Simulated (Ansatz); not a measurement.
# Amorphous Se: valence band and core levels, part 2 of 3

How wide do site differences make the core lines of amorphous Se?

Ansatz 0.2.0; DFT, PBEsol, plane-wave PAW, scalar-relativistic; PAW set soft_1.

So far. Step 5 (Dynamics at 300 K): Beyond half the shortest lattice vector, 4.9 Å, g(r) counts periodic images.

## Step 6: Relaxation

The quenched cell is relaxed to a local minimum.

The input, input.yaml:

```yaml
crystal:
  lattice:
    - [9.7079283383, 0.0, 0.0]
    - [0.0, 9.7079283383, 0.0]
    - [0.0, 0.0, 9.7079283383]
  atoms:
    - { symbol: Se, position: [0.3562713157, 0.3838150616, 0.8037368813] }
    - { symbol: Se, position: [0.1913227893, 0.7791793478, 0.6302488678] }
    - { symbol: Se, position: [0.1835456912, 0.3469572753, 0.3888925677] }
    - { symbol: Se, position: [0.5745253057, 0.5170303611, 0.1524247403] }
    - { symbol: Se, position: [0.3362466726, 0.8116334575, 0.288641232] }
    - { symbol: Se, position: [0.621307316, 1.0341244379, 0.6154121523] }
    - { symbol: Se, position: [0.4012017421, 0.299056043, 0.1667305994] }
    - { symbol: Se, position: [0.5148456842, 1.0060328551, 0.3790493981] }
[... 18 atom lines left out ...]
    - { symbol: Se, position: [0.6266922673, 0.5850048615, 0.7179100294] }
    - { symbol: Se, position: [1.051101813, 0.2401865674, 0.0216850855] }
    - { symbol: Se, position: [0.6124347931, 0.3559492974, 0.6514814554] }
    - { symbol: Se, position: [0.9337749123, 0.8761485256, -0.0264214754] }
kpoints:
  mp_grid: { grid: [2, 2, 2] }
scf:
  occupations: { method: fermi_dirac, width: 0.03 }
  n_extra_bands: 23
hamiltonian:
  xc: pbesol
  pseudopotentials: { kind: paw, azcp: { folder: soft_1 }, xc_functional: pbe }
output:
  forces: true
relax:
  f_tol: 0.05
  max_steps: 60
```

On the command line:

```sh
$ ansatz run input.yaml --threads 8 --pin off --max-ram 23552MiB --backend cpu --events-out ev --progress --plain --runs-dir out
```

Elapsed: 5.8 min, on 8 threads of AMD EPYC 7B13 (Zen 3), shared host; peak memory 7.8 GiB; 44 min of CPU time.

Step by step (22 of 27):

| step | energy less that of the first step (eV) | largest force component (eV/Å) |
| --- | --- | --- |
| 1 | 0.0000 | 0.9414 |
| 2 | -0.8352 | 0.4262 |
| 3 | -1.0953 | 0.4021 |
| 5 | -1.4274 | 0.4633 |
| 6 | -1.6034 | 0.4918 |
| 7 | -1.8113 | 0.3700 |
| 8 | -1.9981 | 0.2228 |
| 10 | -2.3172 | 0.2448 |
| 11 | -2.4810 | 0.2889 |
| 12 | -2.6413 | 0.3197 |
| 13 | -2.8014 | 0.2161 |
| 15 | -2.9805 | 0.2654 |
| 16 | -3.0308 | 0.1389 |
| 17 | -3.0590 | 0.0903 |
| 18 | -3.0727 | 0.0810 |
| 20 | -3.0804 | 0.0437 |
| 21 | -3.0860 | 0.0493 |
| 22 | -3.0900 | 0.0596 |
| 23 | -3.0942 | 0.0686 |
| 25 | -3.1007 | 0.0530 |
| 26 | -3.1026 | 0.0504 |
| 27 | -3.1038 | 0.0278 |

The atoms that moved most (Å):

| atom | dx | dy | dz | length |
| --- | --- | --- | --- | --- |
| Se4 | 0.093 | -1.104 | 1.180 | 1.618 |
| Se14 | -0.007 | -1.584 | 0.299 | 1.612 |
| Se28 | -0.321 | 1.489 | -0.221 | 1.539 |
| Se19 | -0.382 | -1.373 | -0.549 | 1.527 |
| Se23 | 0.205 | -0.701 | 1.201 | 1.405 |
| Se22 | -1.194 | -0.435 | 0.598 | 1.404 |
| Se26 | -0.025 | 1.239 | 0.326 | 1.281 |
| Se18 | 1.094 | 0.466 | 0.157 | 1.199 |

Numbers from this step:

| Item | Value |
| --- | --- |
| free energy | -162722.8235 eV |
| Fermi energy | 5.638 eV |
| gap by band count | 0.7262 eV |

The relaxation ends 103 meV an atom lower, with a largest force component of 0.028 eV/Å.

## Step 7: Valence states

The base run gives the projected DOS, from which the spectra are built.

The input, input.yaml:

```yaml
crystal:
  lattice:
    - [9.7079283383, 0.0, 0.0]
    - [0.0, 9.7079283383, 0.0]
    - [0.0, 0.0, 9.7079283383]
  atoms:
    - { symbol: Se, position: [0.3225678844, 0.4115572782, 0.7498876492] }
    - { symbol: Se, position: [0.1872320519, 0.8494086504, 0.6950279745] }
    - { symbol: Se, position: [0.1944547373, 0.3213747979, 0.3895000183] }
    - { symbol: Se, position: [0.5840863725, 0.4033067778, 0.2739545697] }
    - { symbol: Se, position: [0.3330807891, 0.7187321917, 0.2689640426] }
    - { symbol: Se, position: [0.6451523673, 1.0193609856, 0.5857202441] }
    - { symbol: Se, position: [0.437309568, 0.2297558539, 0.1603315123] }
    - { symbol: Se, position: [0.5021371864, 0.8854372308, 0.3603948824] }
[... 18 atom lines left out ...]
    - { symbol: Se, position: [0.6421587276, 0.5738093238, 0.627186802] }
    - { symbol: Se, position: [1.0180396308, 0.393572566, -0.001117932] }
    - { symbol: Se, position: [0.6524223745, 0.3356278866, 0.5714811195] }
    - { symbol: Se, position: [0.8540354107, 0.831633932, 0.0336102132] }
kpoints:
  mp_grid: { grid: [2, 2, 2] }
scf:
  occupations: { method: fermi_dirac, width: 0.03 }
  n_extra_bands: 44
hamiltonian:
  xc: pbesol
  pseudopotentials: { kind: paw, azcp: { folder: soft_1 }, xc_functional: pbe }
output:
  forces: true
  stress: true
  dos:
    projected:
      site_lists:
        Se: [0, 1, 2, 3, 4, 5, 6, 7, 8, 9, 10, 11, 12, 13, 14, 15, 16, 17, 18, 19, 20, 21, 22, 23, 24, 25, 26, 27, 28, 29]
    de: 0.05
    e_range: [-30, 12]
    method: { smearing: { sigma: 0.15, scheme: gaussian } }
  write_density: true
  write_potential: true
  elf: true
  volumetric_format: npy
```

Elapsed: 32 s, on 8 threads; peak memory 7.8 GiB; 4.1 min of CPU time.

A gap read on the k-mesh alone can miss the band edges.

Numbers from this step:

- pressure: -0.2463 GPa
- gap on the k-mesh: 0.7262 eV
- zero of energy: valence-band maximum
- share of occupied states in no projected shell: 0.0079 of the occupied states in the window

The DOS has structure finer than the step of the table below, so its rows give means over 1 eV, whole bins alone (the curve runs from -17.9 to 6.18 eV). Peaks (eV: height): total -4.0: 25.4, -1.1: 27.3, 1.4: 24.7, 1.9: 25.3; Se 4p -4.0: 23.6, -1.1: 26.2, 1.4: 22.1, 2.7: 22.8; Se 4s -15.4: 18.2, -14.3: 11.8, -13.3: 11.1, -10.5: 16.1; Se 3d -4.4: 0.0101, -2.0: 0.0136, 1.4: 0.0177, 2.6: 0.0211.

The DOS by E, zero at the valence-band maximum; means over each step; values in states/eV/cell:

| E (eV) | total | Se 4p | Se 4s | Se 3d |
| --- | --- | --- | --- | --- |
| -17 | 0 | 0 | 0 | 0 |
| -16 | 6.04 | 0.582 | 5.44 | 0.00117 |
| -15 | 13.2 | 1.58 | 11.6 | 0.00404 |
| -14 | 9.25 | 1.28 | 7.94 | 0.00431 |
| -13 | 7.67 | 1.15 | 6.50 | 0.00415 |
| -12 | 8.69 | 1.31 | 7.35 | 0.00447 |
| -11 | 11.2 | 1.42 | 9.73 | 0.00437 |
| -10 | 3.98 | 0.413 | 3.56 | 0.00131 |
| -9 | 0 | 0 | 0 | 0 |
| -8 | 0 | 0 | 0 | 0 |
| -7 | 1.3e-4 | 1.3e-4 | 0 | 5.2e-8 |
| -6 | 10.9 | 10.5 | 0.290 | 0.00451 |
| -5 | 20.6 | 19.5 | 0.934 | 0.00861 |
| -4 | 22.6 | 21.0 | 1.47 | 0.00889 |
| -3 | 13.0 | 12.1 | 0.820 | 0.00606 |
| -2 | 23.8 | 22.6 | 0.822 | 0.0124 |
| -1 | 24.6 | 23.6 | 0.658 | 0.0105 |
| 0 | 4.49 | 4.30 | 0.111 | 0.00195 |
| 1 | 15.5 | 13.9 | 0.929 | 0.0112 |
| 2 | 23.6 | 21.2 | 1.03 | 0.0183 |
| 3 | 20.1 | 18.2 | 0.516 | 0.0166 |
| 4 | 0.742 | 0.671 | 0.0167 | 5.5e-4 |
| 5 | 4.19 | 0.178 | 0.00672 | 1.8e-4 |

This run's widths, added to any smearing of the DOS itself: Gaussian 0.1 eV, Lorentzian 0.2 eV plus 0.08 an eV of depth. Table of intensity by binding energy, zero at the valence-band maximum; values in % of the maximum within 13 eV:

| binding energy (eV) | 21.2 eV | 150 eV | 250 eV | 1486.7 eV | 5414.7 eV |
| --- | --- | --- | --- | --- | --- |
| -1 | 2.98 | 3.60 | 3.40 | 3.40 | 3.13 |
| 0 | 18.4 | 18.9 | 18.8 | 18.8 | 15.4 |
| 1 | 97.1 | 96.4 | 96.6 | 96.7 | 77.1 |
| 2 | 90.3 | 92.1 | 91.5 | 91.4 | 74.5 |
| 3 | 50.8 | 55.7 | 54.1 | 54.1 | 46.7 |
| 4 | 80.5 | 88.6 | 85.8 | 85.9 | 74.4 |
| 5 | 70.9 | 75.4 | 73.9 | 73.9 | 62.3 |
| 6 | 39.7 | 42.2 | 41.4 | 41.4 | 34.9 |
| 7 | 6.62 | 10.5 | 9.26 | 9.28 | 9.96 |
| 8 | 2.72 | 8.97 | 6.96 | 6.98 | 9.61 |
| 9 | 1.57 | 14.2 | 10.1 | 10.1 | 16.2 |
| 10 | 1.17 | 44.9 | 30.7 | 30.8 | 53.0 |
| 11 | - | 83.2 | 56.7 | 57.0 | 98.5 |
| 12 | - | 75.2 | 51.4 | 51.6 | 88.8 |
| 13 | - | 72.2 | 49.3 | 49.5 | 85.3 |
| 14 | - | 80.7 | 55.0 | 55.2 | 95.5 |
| 15 | - | 87.2 | 59.2 | 59.5 | 104 |
| 16 | - | 54.7 | 37.0 | 37.3 | 65.1 |
| 17 | - | 18.6 | 12.7 | 12.7 | 22.1 |

Maxima picked by a test of local sharpness, so broad peaks and shoulders can be missing; peaks within 0.45 eV of a curve's cut are left out. Valence peaks, by row:

| photon energy (eV) | binding energy (eV) | height (% of the maximum within 13 eV) | main shell | its share (%) |
| --- | --- | --- | --- | --- |
| 21.2 | 4.097 | 81.01 | Se 4p | 100 |
| 21.2 | 1.197 | 100 | Se 4p | 100 |
| 150 | 15 | 87.22 | Se 4s | 94.75 |
| 150 | 10.8 | 84.44 | Se 4s | 94.04 |
| 150 | 4.047 | 88.84 | Se 4p | 82.3 |
| 150 | 1.247 | 100 | Se 4p | 90.29 |
| 250 | 14.95 | 59.18 | Se 4s | 91.97 |
| 250 | 10.8 | 57.51 | Se 4s | 90.98 |
| 250 | 4.047 | 86.13 | Se 4p | 87.68 |
| 250 | 1.247 | 100 | Se 4p | 93.27 |
| 1487 | 15 | 59.48 | Se 4s | 92.36 |
| 1487 | 10.8 | 57.77 | Se 4s | 91.38 |
| 1487 | 4.047 | 86.24 | Se 4p | 88.29 |
| 1487 | 1.247 | 100 | Se 4p | 94.03 |
| 5415 | 15 | 103.6 | Se 4s | 96.78 |
| 5415 | 10.8 | 100 | Se 4s | 96.34 |
| 5415 | 4.047 | 74.59 | Se 4p | 75.55 |
| 5415 | 1.297 | 80.28 | Se 4p | 86.54 |

Shapes are the site's partial DOS without matrix elements, which overweights lines from ligand s bands. Table of intensity by emission energy less the core level's binding energy, zero at the valence-band maximum; read off at these points; values in % of the unpolarised maximum:

| emission energy less the core level's binding energy (eV) | Se K-beta valence | Se K-beta valence, E along x | Se K-beta valence, E along y | Se K-beta valence, E along z | Se L3-N1 |
| --- | --- | --- | --- | --- | --- |
| -17.0 | 4.17 | 4.17 | 4.34 | 4.01 | 33.0 |
| -16.0 | 5.91 | 5.90 | 6.20 | 5.63 | 68.3 |
| -15.0 | 7.67 | 7.65 | 8.10 | 7.26 | 97.7 |
| -14.0 | 8.83 | 8.78 | 9.31 | 8.40 | 98.1 |
| -13.0 | 9.62 | 9.54 | 10.1 | 9.26 | 92.0 |
| -12.0 | 10.4 | 10.3 | 10.8 | 10.1 | 91.9 |
| -11.0 | 11.1 | 11.0 | 11.5 | 10.8 | 91.4 |
| -10.0 | 11.8 | 11.7 | 12.1 | 11.5 | 59.6 |
| -9.0 | 13.9 | 13.8 | 14.3 | 13.7 | 26.3 |
| -8.0 | 19.8 | 19.6 | 20.5 | 19.4 | 14.5 |
| -7.0 | 33.3 | 32.9 | 34.6 | 32.4 | 10.5 |
| -6.0 | 58.4 | 57.9 | 60.5 | 56.9 | 11.3 |
| -5.0 | 82.9 | 82.4 | 83.9 | 82.4 | 15.4 |
| -4.0 | 93.1 | 93.3 | 91.3 | 94.8 | 18.2 |
| -3.0 | 94.6 | 96.2 | 90.0 | 97.5 | 14.9 |
| -2.0 | 99.8 | 101 | 94.1 | 104 | 12.9 |
| -1.8 | 99.9 | 101 | 93.8 | 105 | 12.6 |
| -1.0 | 89.5 | 91.3 | 82.4 | 94.6 | 10.2 |
| 0.0 | 55.5 | 56.9 | 49.8 | 59.8 | 5.04 |
| 1.0 | 28.6 | 29.2 | 25.8 | 30.8 | 2.59 |

Window up to 6.2 eV. Shell moments, by row:

| element | shell | occupied states an atom | centre of occupied part (eV) | rms width of occupied part (eV) | centre up to the window's top (eV) | rms width up to the window's top (eV) |
| --- | --- | --- | --- | --- | --- | --- |
| Se | 4s | 1.907 | -12.33 | 3.339 | -11.73 | 4.345 |
| Se | 4p | 4.04 | -3.714 | 2.996 | -1.888 | 3.715 |

ELF in the ac plane at fractional y = 0.032, with atoms of Se within 0.2 Å of it. It is the smooth field of the valence electrons, not physical close to the nuclei.

Values, 13 rows by 16 columns, each cell a mean:
```
0.07 0.59 0.78 0.67 0.67 0.49 0.28 0.11 0.05 0.06 0.02 0.01 0.02 0.06 0.08 0.04
0.04 0.31 0.53 0.52 0.54 0.64 0.70 0.46 0.06 0.01 0.01 0.01 0.02 0.04 0.04 0.02
0.06 0.04 0.06 0.10 0.26 0.55 0.66 0.30 0.04 0.09 0.08 0.05 0.14 0.41 0.40 0.15
0.22 0.10 0.14 0.21 0.15 0.09 0.09 0.04 0.34 0.68 0.60 0.32 0.43 0.70 0.66 0.40
0.33 0.29 0.47 0.64 0.71 0.46 0.07 0.11 0.68 0.82 0.62 0.58 0.60 0.61 0.65 0.54
0.22 0.52 0.59 0.30 0.72 0.71 0.15 0.08 0.51 0.64 0.35 0.60 0.57 0.49 0.50 0.33
0.10 0.63 0.85 0.74 0.76 0.47 0.08 0.10 0.23 0.64 0.82 0.78 0.41 0.14 0.11 0.05
0.03 0.23 0.50 0.58 0.41 0.10 0.22 0.45 0.27 0.21 0.36 0.34 0.10 0.02 0.02 0.01
0.12 0.31 0.40 0.26 0.06 0.03 0.20 0.38 0.35 0.24 0.12 0.03 0.12 0.47 0.53 0.24
0.48 0.62 0.69 0.77 0.32 0.03 0.11 0.37 0.58 0.70 0.68 0.20 0.48 0.87 0.84 0.62
0.68 0.44 0.33 0.67 0.31 0.04 0.28 0.64 0.40 0.48 0.85 0.37 0.53 0.62 0.30 0.62
0.49 0.53 0.64 0.58 0.31 0.11 0.24 0.72 0.70 0.68 0.78 0.27 0.40 0.70 0.64 0.66
0.11 0.35 0.65 0.61 0.60 0.36 0.09 0.29 0.60 0.63 0.38 0.06 0.16 0.50 0.63 0.40
```
Columns run along a (9.7 Å), rows up along c (9.7 Å). Atoms in or near the plane, at fractional coordinates: Se at (0.65, 0.59), Se at (0.89, 0.17), Se at (0.21, 0.55), Se at (0.56, 0.16), Se at (0.13, 0.20).

Valence density in the ac plane at fractional y = 0.032, with atoms of Se within 0.2 Å of it. It is the smooth field of the valence electrons, not physical close to the nuclei.

Ten steps, logarithmic in the rise over the least value, from '_' (0 e/Å³) to '@' (35 e/Å³), each cell a mean:
```
______..::----::....__________________________________
______....::::::....__________________________________
________..............________________________________
______________........________________________________
______________________________________________________
____________________________________________......____
__________________________________..______....::......
..______......________________..::::::......::::::....
..__....::::::....__________..::==**++::....::::::....
____..::==##**--..__________..::**@@%%==::............
____..::++@@%%==::__________..::++%%##--....__________
____..::==##**--..____________..::----::..____________
______..::::::....______________........______________
________......________________________________________
______________________________________________________
______________________________________________________
____........________________....______________________
....--==--::..____________....::....________..::::....
..::**@@%%--..__________..::==++--::..____..--++**--::
::::**@@%%--..__________..==%%@@**::..____..==@@@@**::
..::--====::..__________..--##@@++::..____..--##%%++::
......::::....__________..::--==::..______..::----::..
______....::....__________........__________........__
______..::::::::..____________________________________
```
Columns run along a (9.7 Å), rows up along c (9.7 Å). Atoms in or near the plane, at fractional coordinates: Se at (0.65, 0.59), Se at (0.89, 0.17), Se at (0.21, 0.55), Se at (0.56, 0.16), Se at (0.13, 0.20).

Electrostatic potential energy in the ac plane at fractional y = 0.032, with atoms of Se within 0.2 Å of it. With pseudopotentials it is smooth inside the atoms' cores, unlike the true potential.

Values in eV, 13 rows by 16 columns, each cell a mean:
```
 10   8  -4 -14  -9   3   7   9  10  10  10  10  10  10  10  10
 10   9   6   2   2   3   7  10  10  10  10  10  10  10  10  10
  9   9   9   8   8   8   9  10  11  11  10  10   9   9   8   9
  7   8   8   8   9  10  10  11  10   8   6   7   5  -3  -2   4
  5   5  -2  -7   0   8  10  10   6  -6  -5  -8   0 -11 -10   2
  7   3 -10   6  -9   4  10   9   3  -8   6  -9   3   3   4   7
  9   7  -6  -6  -6   6  10   9   7   0  -4   2   9  10  10  10
 10   9   8   6   8   9  10   9   8   9   9  10  11  10  10  10
  8   6   6   8   9  10  10   8   7   8  10  10  10  10   9   9
  1  -9  -7  -3   8  10   9   5  -4  -4   5   9   7  -2  -5   0
 -5  -4   5  -9   6   9   8  -4  -2   1  -6   7   0  -6   7 -11
  4  -5  -7  -1   6   9   9   0  -8  -7  -2   8   4  -8  -6  -6
  9   7  -2 -10  -3   7   9   8   6   5   8   9   9   7   6   8
```
Columns run along a (9.7 Å; values clipped at the 3rd and 97th percentile), rows up along c (9.7 Å). Atoms in or near the plane, at fractional coordinates: Se at (0.65, 0.59), Se at (0.89, 0.17), Se at (0.21, 0.55), Se at (0.56, 0.16), Se at (0.13, 0.20).

The spectra weight each projected shell by its atomic cross section (Dirac–Hartree–Slater) and angular factor, for linear light with the analyser at 10° from the polarisation. Broadening, on top of any smearing of the DOS itself: a Gaussian of 0.1 eV and a Lorentzian of 0.2 eV plus 0.08 times the binding energy (full widths), Fermi edge at 300 K. Curves are cut 10 eV under the photon energy, above any shell that the free atom's threshold puts out of reach, or at the lower edge of the window: 10.3 eV at 21.2 eV, 17.9 eV at 150 eV, 17.9 eV at 250 eV, 17.9 eV at 1486.7 eV and 17.9 eV at 5414.7 eV. Dipole terms alone, which is rough above 3 keV; no background, satellites or final-state effects.

How the area divides among the shells (%):

| shell | 21.2 eV | 150 eV | 250 eV | 1486.7 eV | 5414.7 eV |
| --- | --- | --- | --- | --- | --- |
| Se 4s | 0.0 | 56.5 | 45.3 | 45.6 | 67.4 |
| Se 4p | 100.0 | 42.9 | 54.0 | 54.3 | 32.6 |

The largest force component on a free atom is 0.028 eV/Å, so the atoms are at rest for these settings too.

## Step 8: Z+1 stand-in on atom 1

System of this step: Se29Br. The cell holds 30 atoms: 1 Br and 29 Se. Its edges and angles: a = 9.708 Å, b = 9.708 Å, c = 9.708 Å, α = 90.0°, β = 90.0°, γ = 90.0°.

An atom with a screened core hole acts much like the next element, so total energies with that element on different sites give core-level shifts.

input.yaml, as its differences from that of step 7:

```diff
@@ -6,3 +6,3 @@
   atoms:
-    - { symbol: Se, position: [0.3225678844, 0.4115572782, 0.7498876492] }
+    - { symbol: Br, position: [0.3225678844, 0.4115572782, 0.7498876492] }
     - { symbol: Se, position: [0.1872320519, 0.8494086504, 0.6950279745] }
@@ -40,3 +40,3 @@
   occupations: { method: fermi_dirac, width: 0.03 }
-  n_extra_bands: 44
+  n_extra_bands: 25
 hamiltonian:
@@ -47,12 +47 @@
   stress: true
-  dos:
-    projected:
-      site_lists:
-        Se: [0, 1, 2, 3, 4, 5, 6, 7, 8, 9, 10, 11, 12, 13, 14, 15, 16, 17, 18, 19, 20, 21, 22, 23, 24, 25, 26, 27, 28, 29]
-    de: 0.05
-    e_range: [-30, 12]
-    method: { smearing: { sigma: 0.15, scheme: gaussian } }
-  write_density: true
-  write_potential: true
-  elf: true
-  volumetric_format: npy
```

Wall time 24 s (8 threads); peak memory 7.6 GiB.

This run has no spin polarisation although its electron count is odd.

This step gave:

- free energy: -160033.7609 eV
- energy at zero smearing: -160033.7470 eV
- smearing term TS: 0.02796 eV
- Fermi energy: 5.846 eV
- pressure: 0.2532 GPa

Forces of up to 2.05 eV/Å remain, so this geometry is not at rest at this level.

## Step 9: Z+1 stand-in on atom 2

System of this step: Se29Br. The cell holds 30 atoms: 29 Se and 1 Br. Cell: a = 9.708 Å, b = 9.708 Å, c = 9.708 Å, α = 90.0°, β = 90.0°, γ = 90.0°.

The same swap on atom 2.

input.yaml, as its differences from that of step 8:

```diff
@@ -6,4 +6,4 @@
   atoms:
-    - { symbol: Br, position: [0.3225678844, 0.4115572782, 0.7498876492] }
-    - { symbol: Se, position: [0.1872320519, 0.8494086504, 0.6950279745] }
+    - { symbol: Se, position: [0.3225678844, 0.4115572782, 0.7498876492] }
+    - { symbol: Br, position: [0.1872320519, 0.8494086504, 0.6950279745] }
     - { symbol: Se, position: [0.1944547373, 0.3213747979, 0.3895000183] }
```

It took 21 s on 8 threads; peak memory 7.6 GiB; 2.6 min of CPU time.

Numbers from this step:

```yaml
free_energy: -160033.6738 eV
energy_at_zero_smearing: -160033.6591 eV
smearing_term_ts: 0.02942 eV
fermi_energy: 5.929 eV
pressure: 0.2821 GPa
```

The run ends at a pressure of 0.28 GPa, with forces up to 2.1 eV/Å.

## Step 10: Z+1 stand-in on atom 3

System of this step: Se29Br. The cell holds 30 atoms: 29 Se and 1 Br. Cell: a = 9.708 Å, b = 9.708 Å, c = 9.708 Å, α = 90.0°, β = 90.0°, γ = 90.0°.

The same swap on atom 3.

input.yaml, as its differences from that of step 9:

```diff
@@ -7,4 +7,4 @@
     - { symbol: Se, position: [0.3225678844, 0.4115572782, 0.7498876492] }
-    - { symbol: Br, position: [0.1872320519, 0.8494086504, 0.6950279745] }
-    - { symbol: Se, position: [0.1944547373, 0.3213747979, 0.3895000183] }
+    - { symbol: Se, position: [0.1872320519, 0.8494086504, 0.6950279745] }
+    - { symbol: Br, position: [0.1944547373, 0.3213747979, 0.3895000183] }
     - { symbol: Se, position: [0.5840863725, 0.4033067778, 0.2739545697] }
```

The job ended after 25 s (8 threads; peak memory 7.6 GiB).

This step gave:

- free energy: -160033.5710 eV
- energy at zero smearing: -160033.5466 eV
- smearing term TS: 0.04890 eV
- Fermi energy: 5.903 eV
- pressure: 0.2576 GPa

The run ends at a pressure of 0.26 GPa, with forces up to 2.0 eV/Å.

[end of part 2 of 3]

[Logs are printed without paths, hosts, clocks, repeated set-up lines and the standing remarks that a program may print on its own settings, such as how far it seeks lower states.]

[Hosts, paths, dates, database ids (printed as entryN), source tags and the programs' standing remarks are cut or masked in the printed files.]

[Maps of the electrostatic potential energy from Ansatz leave out the sawtooth potential of an applied field or a dipole correction, so their vacuum need not be flat; work functions include it.]
